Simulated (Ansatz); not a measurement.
# CeC (Fm-3m): following an unstable mode, part 3 of 3

Which phase does CeC (Fm-3m) fall into along its unstable mode, and how much energy does it gain?

Ansatz 0.2.0; DFT PBEsol, scalar-relativistic, plane waves, PAW.

So far. Step 5 (Energy along the mode, all amplitudes (two of the runs …): The lowest of the steps tried is at 0.14 Å, 2.58 meV/atom below the parent; the bottom of the well need not coincide with a step. Step 7 (The new phase in its own primitive cell): The largest force component left is 0.43 meV/Å and the pressure is 0.001 GPa, within the tolerances set. The cell now holds 16.89 Å³/atom. The relaxed cell has a = 3.576, c = 5.280 Å (conventional setting).

### Step 8. Modes of the new phase, k-mesh 12×12×8

A relaxed structure may still be a saddle point, so its zone-centre modes are computed. No field response is asked, since the mesh shows no gap.

Contents of input.yaml:

```yaml
crystal:
  lattice:
    - [3.5764502094, 0.0, 0.0]
    - [0.0, 3.5764502094, 0.0]
    - [0.0, 0.0, 5.2803656932]
  atoms:
    - { symbol: Ce, position: [0.0, 0.5, 0.2457198421] }
    - { symbol: Ce, position: [0.5, 0.0, 0.7542801579] }
    - { symbol: C, position: [0.0, 0.5, 0.7819876581] }
    - { symbol: C, position: [0.5, 0.0, 0.2180123419] }
kpoints:
  mp_grid: { grid: [12, 12, 8] }
hamiltonian:
  xc: pbesol
scf:
  occupations: { method: methfessel_paxton, width: 0.2 }
output:
  eigenvalues: true
phonons:
  method: dfpt
```

Launch:

```sh
$ ansatz run input.yaml --threads 8 --pin off --max-ram 14336MiB --backend cpu --events-out ev --progress --plain --runs-dir out
```

Numbers of over 12 decimals in the logs are rounded to 6 here.

Log:

```text
[...]
zone centre: on kpoints.mp_grid the ground state, and the responses unless they are solved on pairs of k-points, stand on 245 of the mesh's 1152 k-points, reduced under 4 symmetry operations, with k and −k counted as one. Each operation leaves every solved displacement unchanged or reverses it
[...]
Crystal: 4 atoms, lattice volume = 67.541 Å³
Basis set: ecut = 420 eV, 1293 PW (Γ), exchange–correlation on 48×48×72 points (8 copies of the dense FFT grid, shifted against one another)
Bands: 35, of which v1, the nominal top of the filled ones, is band 16 counted from 1 (15 counted from 0)
Symmetry: 16 space group operations
k-points: 245 of 1152 (irreducible under 4 space group operations, time reversal used)
[...]
SCF iter   1: F=—  HF=-13473.702776 eV  |F-HF|=—  |Δ(HF+E_count)|=         —  Δρ=2.46e-1  dr2=3.50e1  ethr=3.10e-3  ⟨swp⟩=4.9  Hψ=34611  notcnv=0
[...]
SCF iter  15: F=-13463.140823 eV  HF=-13463.140823 eV  |F-HF|=1.82e-12  |Δ(HF+E_count)|=  5.46e-12  S|Δr|=    0.00e0  Δρ=4.48e-8  dr2=1.06e-12  ethr=1.00e-12  ⟨swp⟩=12.2  Hψ=39996  notcnv=0
SCF 1 converged in 15 iterations: F = -13463.140823 eV  dr2 = 1.06e-12
[...]
DFPT response loops at Γ: preconditioner auto → Kerker (q_TF=auto, 2.409 Å⁻¹) (partly filled bands, converged f_vac=0.004); β = 1.00, the filter's whole step (`scf.mixing.beta` (0.50) is not read by the response loops under this deck's `scf.mixing.preconditioner`; to damp them name `kerker` or `kerker_dos`, under which they read `scf.mixing.beta`, and type it under 1.00, their step now; both keys bind the ground state too); Broyden in place of MSR1
SCF converged after 15 iterations
[...]
Free energy (F): -13463.140823 eV
[...]
Internal energy: -13463.155281 eV  (E = F + TS)
E sigma→0 (E₀):  -13463.144438 eV
Entropy (-TS):   0.014458 eV (3.614 meV/atom)
Fermi energy:    13.731270 eV
[...]
--- Band table (eV; the first three rows and the last of 245) ---
  k-point 0: bands = [... 12 lower, 13.1261, 13.1261, 13.4180, 13.4180, 14.0684, 14.0685, 14.4697, 14.5765, ... 15 higher]
  k-point 1: bands = [... 12 lower, 13.1246, 13.1246, 13.4046, 13.4046, 13.7770, 14.0438, 14.4793, 14.5737, ... 15 higher]
  k-point 2: bands = [... 12 lower, 13.1287, 13.1287, 13.1446, 13.3651, 13.3651, 13.9633, 14.5073, 14.5633, ... 15 higher]
  k-point 244: bands = [... 12 lower, 13.3290, 13.3290, 13.8865, 13.8865, 14.2341, 14.2341, 14.3106, 14.3106, ... 15 higher]
--- Phonons (Γ-DFPT): 4 representative perturbations + reference, on 245 of 1152 k-points (Σ response iterations 21) ---
  k mesh reduced under 4 symmetry operations, with k and −k counted as one. Each operation leaves every solved displacement unchanged or reverses it
  ASR residual: 3.020e-5 → 0.000e0 eV/Å²; symmetrization residual: 6.377e-7 eV/Å²
  ASR residual per site (eV/Å²): 7.85e-6 7.85e-6 3.02e-5 3.02e-5
  Γ frequencies (cm⁻¹): 0.00 0.00 0.00 115.24 115.24 157.18 184.94 184.94 203.32 203.32 224.06 320.26
  non-analytic LO–TO correction: not included (Born effective charges unavailable; polar crystals: no LO–TO splitting at Γ)
```

Wall time 25 s (8 threads of Intel Xeon 6975P-C (Granite Rapids), shared host); peak memory 2 GiB.

This step gave:

```
sum-rule residual before enforcement                    : 3.02e-5 eV/Å²
point group                                             : 4/mmm
highest optical mode at the zone centre (no LO-TO term) : 320.3 cm⁻¹
lowest optical zone-centre mode                         : 115.2 cm⁻¹
```

Patterns of degenerate modes are one choice out of their space. Modes at Γ, with each element's share of the kinetic energy:

```
mode  frequency (cm⁻¹)  symmetry  Ce %  C %
   1               0.0  acoustic    92    8
   2               0.0  acoustic    92    8
   3               0.0  acoustic    92    8
   4             115.2        Eg    98    2
   5             115.2        Eg    98    2
   6             157.2       A1g    97    3
   7             184.9        Eu     8   92
   8             184.9        Eu     8   92
   9             203.3        Eg     2   98
  10             203.3        Eg     2   98
  11             224.1       A2u     8   92
  12             320.3       A1g     3   97
```

Displacements in mode 4 (115.2 cm⁻¹), the largest set to 1:
```
Ce1 -1.00  0.00  0.00
Ce2  1.00  0.00  0.00
C3   0.53  0.00  0.00
C4  -0.53  0.00  0.00
```

Displacements in mode 9 (203.3 cm⁻¹), the largest set to 1:
```
Ce1  0.05  0.00  0.00
Ce2 -0.05  0.00  0.00
C3   1.00  0.00  0.00
C4  -1.00  0.00  0.00
```

Before it was imposed, the acoustic sum rule was missed by 3.0e-5 eV/Å². Small misses are needed for a sound result but don't prove that mesh and cutoff are converged. The lowest optical mode is real, 115 cm⁻¹.

### Step 9. The phases reached

The phases reached along the modes that were followed are set side by side.

Energies are those of the first relaxation, on the mesh of the frozen mode; space group, volume and gap are those of the last relaxation. Phases, by row:

```
                mode frozen in  space group  energy from parent (meV/atom)  volume (Å³/atom)  gap on mesh (eV)  lowest zone-centre optical mode (cm⁻¹)  largest shift (Å)
                        parent        Fm-3m                              0             16.83                 0                                       –                  –
q = (0, -0.5, -0.5), 213i cm⁻¹       P4/nmm                          -6.01             16.89                 0                                   115.2              0.169
```

### Step 10. What came out

| Property | Result |
| --- | --- |
| unstable mode of the parent | q = (0, -0.5, -0.5), 213i cm⁻¹ |
| depth at the lowest point sampled | 2.58 meV/atom |
| largest atomic shift at that point | 0.14 Å |
| space group reached (within 0.01 Å) | P4/nmm |
| energy gained over the parent (first relaxation, on the mesh of the frozen mode) | 6.01 meV/atom |
| volume per atom, phase reached | 16.9 Å³ |
| lowest optical zone-centre mode, phase reached | 115 cm⁻¹ |
| highest optical mode at the zone centre (no LO-TO term), phase reached | 320 cm⁻¹ |

Along this mode the structure falls into P4/nmm, 6.01 meV/atom below the parent. At the parent's cell the well is 2.583 meV/atom deep on the steps tried, with its lowest point at a shift of 0.14 Å. Relaxing atoms and cell changes the gain by +3.43 meV/atom against the lowest step (energies at zero smearing). The new phase has no imaginary mode at the zone centre of its cell; other wavevectors were not checked. Each path keeps the symmetry of its pattern, so a lower phase may lie along a pattern not tried. With no gap, or one that is small against the smearing, the frequencies hang on the k mesh and the smearing, most of all near Kohn anomalies. The phonon runs are without spin polarisation, although Ce often carries a moment. The 4f shell is treated without a U, so valence and screening may be off. Spin-orbit coupling is left out, which can matter for the heavy elements here.

[Logs are printed without paths, hosts, clocks, repeated set-up lines and the standing remarks that a program may print on its own settings, such as how far it seeks lower states.]

[Hosts, paths, dates, database ids (printed as entryN), source tags and the programs' standing remarks are cut or masked in the printed files.]
